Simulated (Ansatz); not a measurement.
**Hf2NF2 monolayer: the cell at rest**

Aim: bring Hf2NF2 monolayer to small forces and stress, as phonons need.

Calculated with Ansatz 0.2.0; DFT PBEsol, scalar-relativistic, plane waves, PAW.

**1. Starting point**

The cell holds 5 atoms: 1 N, 2 Hf and 2 F. Its edges and angles: a = 3.260 Å, b = 3.260 Å, c = 20.000 Å, α = 90.0°, β = 90.0°, γ = 120.0°. Vacuum lies along c.

**2. A coarse first look**

A quick single point on a coarse mesh tells whether the cell has a gap and how far it is from rest, which sets the k mesh and smearing that follow.

The program solves this slab on a cell height of its own, 33.2 Å, in place of the one typed.

Contents of input.yaml:

```yaml
crystal:
  lattice:
    - [3.26, 0.0, 0.0]
    - [-1.63, 2.82324, 0.0]
    - [0.0, 0.0, 20.0]
  atoms:
    - { symbol: "N", position: [0.0, 0.0, 0.5] }
    - { symbol: Hf, position: [0.333333, 0.666667, 0.56] }
    - { symbol: Hf, position: [0.666667, 0.333333, 0.44] }
    - { symbol: F, position: [0.666667, 0.333333, 0.6175] }
    - { symbol: F, position: [0.333333, 0.666667, 0.3825] }
  periodic: [true, true, false]
kpoints:
  mp_grid: { grid: [6, 6, 1] }
hamiltonian:
  xc: pbesol
scf:
  occupations: { method: gaussian, width: 0.1 }
output:
  forces: true
  stress: true
  eigenvalues: true
```

Started as:

```sh
$ ansatz run input.yaml --threads 8 --pin off --max-ram 14336MiB --backend cpu --events-out ev --progress --plain --runs-dir out
```

Numbers of over 12 decimals in the logs are rounded to 6 here.

The program printed:

```text
[...]
k-point 1: bands = [... 32 lower, -8.2679, -7.7874, -3.4678, -2.0078, -1.9927, -1.6805, -1.2797 (-1.2797°), -0.1457 (-0.1457°), ... 3 higher]
  k-point 2: bands = [... 32 lower, -8.1826, -7.8803, -4.5670, -1.3504, -0.7618, -0.4822, -0.0354, 0.2079 (0.2079°), ... 3 higher]
  k-point 6: bands = [... 32 lower, -8.7972, -8.1715, -2.3840, -1.9436, -1.9436, -0.1684, 0.7328, 0.7328, ... 3 higher]
  ° read free of the cell's end (the report's vacuum.weakly_bound_levels)
[key lines of the parts left out:]
SCF converged after 8 iterations
Free energy (F): -33181.239155 eV
Fermi energy:    -1.965472 eV
P = ½ c Tr σ = -1.0936 N/m
```

The job ended after 1.1 s (8 threads of Arm Neoverse V2, shared host; peak memory 0.78 GiB).

This run has no spin polarisation although its electron count is odd.

Numbers from this step:

| Quantity | Value |
| --- | --- |
| gap on the k-mesh | 0 eV |
| area per atom | 1.841 Å² |

The coarse mesh shows no gap.

**3. Coarse relaxation**

A rough relaxation comes first, because large forces or stress need no tight tolerances yet.

The program solves this slab on a cell height of its own, 33.2 Å, in place of the one typed.

Changes to input.yaml since step 2:

```diff
@@ -13,3 +13,3 @@
 kpoints:
-  mp_grid: { grid: [6, 6, 1] }
+  mp_grid: { grid: [9, 9, 1] }
 hamiltonian:
@@ -22 +22,6 @@
   eigenvalues: true
+relax:
+  adjacent_minimum: "off"
+  f_tol: 0.05
+  max_steps: 80
+  cell: { stress_2d_tol: 0.02 }
```

The program printed:

```text
[...]
Crystal: 5 atoms, lattice volume = 305.565 Å³
Basis set: ecut = 420 eV, 6087 PW (Γ), exchange–correlation on 48×48×450 points (8 copies of the dense FFT grid, shifted against one another)
Bands: 43, of which v1, the nominal top of the filled ones, is band 36 counted from 1 (35 counted from 0)
Symmetry: 12 space group operations
[...]
cell:  # Å, volume = 298.9453 Å³
    - [3.224493, 0, 0]
    - [-1.612247, 2.792493, 0]
    - [0, 0, 33.2]
  atoms:
    - { symbol: N, position: [0, 0, 0.301205] }
    - { symbol: Hf, position: [0.333333, 0.666667, 0.335439] }
    - { symbol: Hf, position: [0.666667, 0.333333, 0.266971] }
    - { symbol: F, position: [0.666667, 0.333333, 0.375329] }
    - { symbol: F, position: [0.333333, 0.666667, 0.227081] }
[key lines of the parts left out:]
SCF converged after 7 iterations
Free energy (F): -33181.714462 eV
Fermi energy:    -3.136973 eV
P = ½ c Tr σ = -0.0177 N/m
```

Elapsed: 15 s, on 8 threads; peak memory 1 GiB; 1.7 min of CPU time.

Relaxation path:

```tsv
step	energy less that of the first step (eV)	largest force component (eV/Å)	volume (Å³)
1	0.0000	2.8901	305.56
2	-0.2742	1.9900	299.05
3	-0.3735	0.2806	296.05
4	-0.3834	0.1998	297.97
5	-0.3789	0.2353	300.86
6	-0.3842	0.0142	299.41
7*	-0.3798	0.0146	299.41
8	-0.3803	0.0024	298.95
9*	-0.3799	0.0024	298.95
```

Relaxation steps marked * repeat the geometry before them on a plane-wave basis chosen anew for their cell, so energy and pressure can jump there. Relaxation step 5 was tried and not accepted.

Forces are held to the 12 operations that the run works with; a distortion that breaks them can't arise in this run.

```tsv
cell as run	before	after	change
a (Å)	3.260	3.224	-1.1 %
b (Å)	3.260	3.224	-1.1 %
```

The atoms that moved most (Å, along periodic axes as changes of fractional coordinates times the final cell, across vacuum about the mean position):

```tsv
atom	dx	dy	dz	length
F5	0.000	0.000	-0.111	0.111
F4	0.000	0.000	0.111	0.111
Hf3	0.000	0.000	0.063	0.063
Hf2	0.000	0.000	-0.063	0.063
```

The relaxed structure:

```xyz
5
Lattice="3.2245 0.0000 0.0000 -1.6122 2.7925 0.0000 0.0000 0.0000 33.2000" Properties=species:S:1:pos:R:3
N     0.0000    0.0000   10.0000
Hf    0.0000    1.8617   11.1366
Hf    1.6122    0.9308    8.8634
F     1.6122    0.9308   12.4609
F     0.0000    1.8617    7.5391
```

Numbers from this step:

| Property | Result |
| --- | --- |
| area per atom | 1.801 Å² |

The relaxation ends with a largest force component of 0.0024 eV/Å.

**4. Bringing the structure to rest**

The cell and atoms are relaxed, since residual forces and stress would shift the frequencies.

Contents of input.yaml:

```yaml
crystal:
  lattice:
    - [3.2244934277, 0.0, 0.0]
    - [-1.6122467139, 2.7924932227, 0.0]
    - [0.0, 0.0, 33.2]
  atoms:
    - { symbol: "N", position: [0.0, 0.0, 0.3012048193] }
    - { symbol: Hf, position: [0.3333333333, 0.6666666667, 0.3354385666] }
    - { symbol: Hf, position: [0.6666666667, 0.3333333333, 0.2669710719] }
    - { symbol: F, position: [0.6666666667, 0.3333333333, 0.3753290956] }
    - { symbol: F, position: [0.3333333333, 0.6666666667, 0.227080543] }
  periodic: [true, true, false]
kpoints:
  mp_grid: { grid: [12, 12, 1] }
hamiltonian:
  xc: pbesol
scf:
  occupations: { method: gaussian, width: 0.1 }
output:
  forces: true
  stress: true
  eigenvalues: true
  write_density: true
  write_potential: true
  elf: true
  volumetric_format: npy
relax:
  adjacent_minimum: "off"
  f_tol: 0.005
  max_steps: 80
  cell: { stress_2d_tol: 0.02 }
```

The program printed:

```text
[...]
Crystal: 5 atoms, lattice volume = 298.945 Å³
Basis set: ecut = 420 eV, 5955 PW (Γ), exchange–correlation on 48×48×450 points (8 copies of the dense FFT grid, shifted against one another)
Bands: 43, of which v1, the nominal top of the filled ones, is band 36 counted from 1 (35 counted from 0)
Symmetry: 12 space group operations
[...]
k-points: 19 of 144
[...]
SCF iter   1: F=—  HF=-33181.723824 eV  |F-HF|=—  |Δ(HF+E_count)|=         —  Δρ=4.19e-3  dr2=3.38e-2  ethr=1.77e-3  ⟨swp⟩=10.7  Hψ=4901  notcnv=0
[...]
SCF iter   9: F=-33181.718332 eV  HF=-33181.718332 eV  |F-HF|=4.44e-10  |Δ(HF+E_count)|=   4.95e-8  Δρ=2.16e-7  dr2=1.69e-10  ethr=3.90e-12  ⟨swp⟩=13.1  Hψ=8190  notcnv=0
SCF 1 converged in 9 iterations: F = -33181.718332 eV  dr2 = 1.69e-10
[...]
relax step   1: F+E_penalty+E_count = -33181.71833203 eV  Δ(F+E_penalty+E_count) = +0.000e0 eV  max|allowed force component| = 5.064e-2 eV/Å  Δτ_max = 0.0000 Å  P = -0.224 N/m  Ω = 298.945 Å³  fix = [c, alpha, beta]  reactions: c -0.000 N/m  (9 SCF iters, dr2 threshold 1.00e-7 eV, accepted)
Crystal: 5 atoms, lattice volume = 297.457 Å³
Basis set: ecut = 420 eV, 5931 PW (Γ), exchange–correlation on 48×48×450 points (8 copies of the dense FFT grid, shifted against one another)
[...]
SCF iter   6: F=-33181.719750 eV  HF=-33181.719750 eV  |F-HF|=6.33e-8  |Δ(HF+E_count)|=   2.34e-7  Δρ=3.22e-6  dr2=3.02e-8  ethr=2.26e-10  ⟨swp⟩=24.1  Hψ=11723  notcnv=0
SCF 2 converged in 6 iterations: F = -33181.719750 eV  dr2 = 3.02e-8
relax step   2: F+E_penalty+E_count = -33181.71975045 eV  Δ(F+E_penalty+E_count) = -1.418e-3 eV  max|allowed force component| = 6.889e-2 eV/Å  Δτ_max = 0.0150 Å  P = -0.084 N/m  Ω = 297.457 Å³  energy of the carried Pulay correction = +1.273e-3 eV  fix = [c, alpha, beta]  reactions: c -0.000 N/m  (6 SCF iters, dr2 threshold 1.60e-7 eV, accepted)
Crystal: 5 atoms, lattice volume = 297.950 Å³
[...]
SCF iter   5: F=-33181.719712 eV  HF=-33181.719712 eV  |F-HF|=1.24e-7  |Δ(HF+E_count)|=   1.55e-7  Δρ=4.81e-6  dr2=6.25e-8  ethr=4.18e-10  ⟨swp⟩=25.0  Hψ=11910  notcnv=0
SCF 3 converged in 5 iterations: F = -33181.719712 eV  dr2 = 6.25e-8
relax step   3: F+E_penalty+E_count = -33181.71971181 eV  Δ(F+E_penalty+E_count) = +3.864e-5 eV  max|allowed force component| = 6.889e-3 eV/Å  Δτ_max = 0.0070 Å  P = -0.042 N/m  Ω = 297.950 Å³  energy of the carried Pulay correction = +8.507e-4 eV  fix = [c, alpha, beta]  reactions: c -0.000 N/m  (5 SCF iters, dr2 threshold 2.97e-7 eV, accepted)
[...]
relax step   4: F+E_penalty+E_count = -33181.71974812 eV  Δ(F+E_penalty+E_count) = -3.631e-5 eV  max|allowed force component| = 1.119e-3 eV/Å  Δτ_max = 0.0002 Å  P = -0.012 N/m  Ω = 297.911 Å³  energy of the carried Pulay correction = +8.835e-4 eV  fix = [c, alpha, beta]  reactions: c -0.000 N/m  (5 SCF iters, dr2 threshold 2.97e-9 eV, accepted)
[...]
relax step   5: F+E_penalty+E_count = -33181.71892429 eV  Δ(F+E_penalty+E_count) = +8.238e-4 eV  max|allowed force component| = 1.074e-3 eV/Å  Δτ_max = 0.0000 Å  P = -0.033 N/m  Ω = 297.911 Å³  fix = [c, alpha, beta]  reactions: c -0.000 N/m  stress off target by 3.28e-2 N/m on what of the cell is left free  SCF on the basis re-selected at this cell (its energy is not comparable with the rows above)  (6 SCF iters)
[...]
relax step   6: F+E_penalty+E_count = -33181.71899633 eV  Δ(F+E_penalty+E_count) = -7.204e-5 eV  max|allowed force component| = 2.200e-5 eV/Å  Δτ_max = 0.0003 Å  P = -0.002 N/m  Ω = 297.830 Å³  energy of the carried Pulay correction = +6.952e-5 eV  fix = [c, alpha, beta]  reactions: c -0.000 N/m  (5 SCF iters, dr2 threshold 1.21e-9 eV, accepted)
[...]
SCF iter   7: F=-33181.718874 eV  HF=-33181.718874 eV  |F-HF|=1.46e-11  |Δ(HF+E_count)|=  1.67e-10  Δρ=1.16e-8  dr2=4.26e-13  ethr=1.00e-12  ⟨swp⟩=17.7  Hψ=7792  notcnv=0
SCF 7 converged in 7 iterations: F = -33181.718874 eV  dr2 = 4.26e-13
relax step   7: F+E_penalty+E_count = -33181.71887433 eV  Δ(F+E_penalty+E_count) = +1.220e-4 eV  max|allowed force component| = 3.412e-5 eV/Å  Δτ_max = 0.0000 Å  P = -0.003 N/m  Ω = 297.830 Å³  fix = [c, alpha, beta]  reactions: c -0.000 N/m  stress off target by 2.81e-3 N/m on what of the cell is left free  SCF on the basis re-selected at this cell (its energy is not comparable with the rows above)  (7 SCF iters)
[...]
WARN: The output density's exchange-correlation potential varies sharply where the density is thin. Do not read a vacuum level from v_tot or v_xc, or from such a field of the output density. On a cell that repeats whose density bears no net charge and no dipole along the vacuum's axis use v_es (v_loc + v_h of the components); under efield.dipole_correction with no amplitude use v_es + v_field, which holds any externa [...]
SCF converged after 7 iterations
Free energy (F): -33181.718874 eV
[...]
Internal energy: -33181.708617 eV  (E = F + TS)
E sigma→0 (E₀):  -33181.713746 eV
Entropy (-TS):   -0.010257 eV (-2.051 meV/atom)
Fermi energy:    -3.144909 eV
[...]
--- Forces (eV/Å), atoms counted from 1 ---
  atom   1  N      0.00000000    -0.00000000     0.00000000
  atom   2  Hf     0.00000000    -0.00000000    -0.00000775
  atom   3  Hf    -0.00000000     0.00000000     0.00000775
  atom   4  F     -0.00000000     0.00000000     0.00003412
  atom   5  F      0.00000000    -0.00000000    -0.00003412
  max |Σ_I F_I| component: 3.24e-17 eV/Å
--- 2D stress c σ (N/m, compression-positive) ---
       -0.002808       0.000000      -0.000000
       -0.000000      -0.002808       0.000000
       -0.000000       0.000000      -0.000000
  P = ½ c Tr σ = -0.0028 N/m
--- Band table (eV; the first three rows and the last of 19) ---
  k-point 0: bands = [... 32 lower, -9.0307, -9.0307, -3.7157, -3.7157, -3.1187, -2.7588, -2.2603, -0.8562 (-0.8563°), ... 3 higher]
  k-point 1: bands = [... 32 lower, -9.2125, -9.0656, -4.0617, -3.5512, -2.9074, -2.7120, -1.9228, -1.2934 (-1.2933°), ... 3 higher]
  k-point 2: bands = [... 32 lower, -9.4328, -9.1342, -4.6971, -3.0794, -2.8778, -2.1668, -1.6597, -1.0466 (-1.0466°), ... 3 higher]
  k-point 18: bands = [... 32 lower, -9.8804, -9.2600, -3.3697, -3.2022, -3.2022, -0.7641, 0.1174, 0.1174, ... 3 higher]
  ° read free of the cell's end (the report's vacuum.weakly_bound_levels)
--- Relaxed structure (5 steps of the walk, 5 accepted, 2 SCFs on fresh bases) ---
[...]
cell:  # Å, volume = 297.8300 Å³
    - [3.218473, 2.8813638737301276e-11, 0]
    - [-1.609236, 2.787279, 0]
    - [0, 0, 33.2]
  atoms:
    - { symbol: N, position: [0, 0, 0.30120481928] }
    - { symbol: Hf, position: [0.333333, 0.666667, 0.335585] }
    - { symbol: Hf, position: [0.666667, 0.333333, 0.266824] }
    - { symbol: F, position: [0.666667, 0.333333, 0.375579] }
    - { symbol: F, position: [0.333333, 0.666667, 0.226831] }
```

Wall time 17 s (8 threads); peak memory 1.1 GiB.

Relaxation path:

```tsv
step	energy less that of the first step (eV)	largest force component (eV/Å)	volume (Å³)
1	0.0000	0.0506	298.95
2	-0.0014	0.0689	297.46
3	-0.0014	0.0069	297.95
4	-0.0014	0.0011	297.91
5*	-0.0006	0.0011	297.91
6	-0.0007	0.0000	297.83
7*	-0.0005	0.0000	297.83
```

Relaxation steps marked * repeat the geometry before them on a plane-wave basis chosen anew for their cell, so energy and pressure can jump there.

Forces are held to the 12 operations that the run works with; a distortion that breaks them can't arise in this run.

```tsv
cell as run	before	after	change
a (Å)	3.224	3.218	-0.2 %
b (Å)	3.224	3.218	-0.2 %
```

Final coordinates:

```xyz
5
Lattice="3.2185 0.0000 0.0000 -1.6092 2.7873 0.0000 0.0000 0.0000 33.2000" Properties=species:S:1:pos:R:3
N     0.0000    0.0000   10.0000
Hf    0.0000    1.8582   11.1414
Hf    1.6092    0.9291    8.8586
F     1.6092    0.9291   12.4692
F     0.0000    1.8582    7.5308
```

Numbers from this step:

* area per atom: 1.794 Å²

ELF in the ac plane at fractional y = 0.333, with atoms of Hf and F within 0.2 Å of it. It is the smooth field of the valence electrons, not physical close to the nuclei.

Values, 24 rows by 14 columns, each cell a mean:
```
0.00 0.00 0.00 0.00 0.00 0.00 0.00 0.00 0.00 0.00 0.00 0.00 0.00 0.00
0.00 0.00 0.00 0.00 0.00 0.00 0.00 0.00 0.00 0.00 0.00 0.00 0.00 0.00
0.00 0.00 0.00 0.00 0.00 0.00 0.00 0.00 0.00 0.00 0.00 0.00 0.00 0.00
0.00 0.00 0.00 0.00 0.00 0.00 0.00 0.00 0.00 0.00 0.00 0.00 0.00 0.00
0.00 0.00 0.00 0.00 0.00 0.00 0.00 0.00 0.00 0.00 0.00 0.00 0.00 0.00
0.00 0.00 0.00 0.00 0.00 0.00 0.00 0.00 0.00 0.00 0.00 0.00 0.00 0.00
0.00 0.00 0.00 0.00 0.00 0.00 0.00 0.00 0.00 0.00 0.00 0.00 0.00 0.00
0.00 0.00 0.00 0.00 0.00 0.00 0.00 0.00 0.00 0.00 0.00 0.00 0.00 0.00
0.00 0.00 0.00 0.00 0.00 0.00 0.00 0.00 0.00 0.00 0.00 0.00 0.00 0.00
0.00 0.00 0.00 0.00 0.00 0.00 0.00 0.00 0.00 0.00 0.00 0.00 0.00 0.00
0.00 0.00 0.00 0.00 0.00 0.00 0.00 0.00 0.00 0.00 0.00 0.00 0.00 0.00
0.00 0.00 0.00 0.00 0.00 0.00 0.00 0.00 0.00 0.00 0.00 0.00 0.00 0.00
0.00 0.00 0.00 0.00 0.00 0.00 0.00 0.00 0.00 0.00 0.00 0.00 0.00 0.00
0.01 0.00 0.00 0.00 0.00 0.01 0.03 0.05 0.06 0.07 0.07 0.06 0.04 0.02
0.19 0.05 0.02 0.02 0.10 0.33 0.54 0.66 0.68 0.65 0.67 0.68 0.61 0.45
0.15 0.19 0.23 0.22 0.17 0.18 0.29 0.41 0.46 0.47 0.47 0.44 0.36 0.22
0.31 0.36 0.38 0.37 0.33 0.26 0.23 0.24 0.29 0.31 0.30 0.27 0.24 0.25
0.16 0.20 0.25 0.23 0.16 0.23 0.48 0.70 0.79 0.80 0.80 0.76 0.61 0.35
0.25 0.37 0.43 0.41 0.32 0.19 0.11 0.13 0.17 0.20 0.19 0.15 0.10 0.12
0.05 0.08 0.10 0.09 0.07 0.04 0.02 0.01 0.00 0.00 0.00 0.00 0.01 0.02
0.00 0.00 0.00 0.00 0.00 0.00 0.00 0.00 0.00 0.00 0.00 0.00 0.00 0.00
0.00 0.00 0.00 0.00 0.00 0.00 0.00 0.00 0.00 0.00 0.00 0.00 0.00 0.00
0.00 0.00 0.00 0.00 0.00 0.00 0.00 0.00 0.00 0.00 0.00 0.00 0.00 0.00
0.00 0.00 0.00 0.00 0.00 0.00 0.00 0.00 0.00 0.00 0.00 0.00 0.00 0.00
```
Columns run along a (3.2 Å), rows up along c (33.2 Å). Atoms in or near the plane, at fractional coordinates: Hf at (0.67, 0.27), F at (0.67, 0.38).

Valence density in the ac plane at fractional y = 0.333, with atoms of Hf and F within 0.2 Å of it. It is the smooth field of the valence electrons, not physical close to the nuclei.

Ten steps, logarithmic in the rise over the least value, from '_' (0 e/Å³) to '@' (20 e/Å³), each cell a mean:
```
__________________________________
__________________________________
__________________________________
__________________________________
__________________________________
__________________________________
__________________________________
__________________________________
__________________________________
__________________________________
__________________________________
__________________________________
__________________________________
__________________________________
____________....--==**##**++==::..
::::::--::::::::::==++++++==--::::
::::------::::::::::::--::::::::::
::..........::==**%%@@@@@@@@##++--
..................::::----::::....
__________________________________
__________________________________
__________________________________
__________________________________
__________________________________
```
Columns run along a (3.2 Å), rows up along c (33.2 Å). Atoms in or near the plane, at fractional coordinates: Hf at (0.67, 0.27), F at (0.67, 0.38).

Electrostatic potential energy in the ac plane at fractional y = 0.333, with atoms of Hf and F within 0.2 Å of it. With pseudopotentials it is smooth inside the atoms' cores, unlike the true potential.

Ten even steps from '_' (-31 eV) to '@' (0 eV), each cell a mean:
```
@@@@@@@@@@@@@@@@@@@@@@@@@@@@@@@@@@
@@@@@@@@@@@@@@@@@@@@@@@@@@@@@@@@@@
@@@@@@@@@@@@@@@@@@@@@@@@@@@@@@@@@@
@@@@@@@@@@@@@@@@@@@@@@@@@@@@@@@@@@
@@@@@@@@@@@@@@@@@@@@@@@@@@@@@@@@@@
@@@@@@@@@@@@@@@@@@@@@@@@@@@@@@@@@@
@@@@@@@@@@@@@@@@@@@@@@@@@@@@@@@@@@
@@@@@@@@@@@@@@@@@@@@@@@@@@@@@@@@@@
@@@@@@@@@@@@@@@@@@@@@@@@@@@@@@@@@@
@@@@@@@@@@@@@@@@@@@@@@@@@@@@@@@@@@
@@@@@@@@@@@@@@@@@@@@@@@@@@@@@@@@@@
@@@@@@@@@@@@@@@@@@@@@@@@@@@@@@@@@@
@@@@@@@@@@@@@@@@@@@@@@@@@@@@@@@@@@
@@@@@@@@@@@@@@@@@@@@@@@@@@@@@@@@@@
@@@@@@@@@@@@@@@@##++========++%%@@
**++++==++++**##**++++++++++**####
##**********######**********######
++##%%%%####++..________________--
%%%%@@@@@@%%%%%%##************##%%
@@@@@@@@@@@@@@@@@@@@@@@@@@@@@@@@@@
@@@@@@@@@@@@@@@@@@@@@@@@@@@@@@@@@@
@@@@@@@@@@@@@@@@@@@@@@@@@@@@@@@@@@
@@@@@@@@@@@@@@@@@@@@@@@@@@@@@@@@@@
@@@@@@@@@@@@@@@@@@@@@@@@@@@@@@@@@@
```
Columns run along a (3.2 Å; values clipped at the 3rd and 97th percentile), rows up along c (33.2 Å). Atoms in or near the plane, at fractional coordinates: Hf at (0.67, 0.27), F at (0.67, 0.38).

[end of part 1 of 2]

[Logs are printed without paths, hosts, clocks, repeated set-up lines and the standing remarks that a program may print on its own settings, such as how far it seeks lower states.]

[Hosts, paths, dates, database ids (printed as entryN), source tags and the programs' standing remarks are cut or masked in the printed files.]
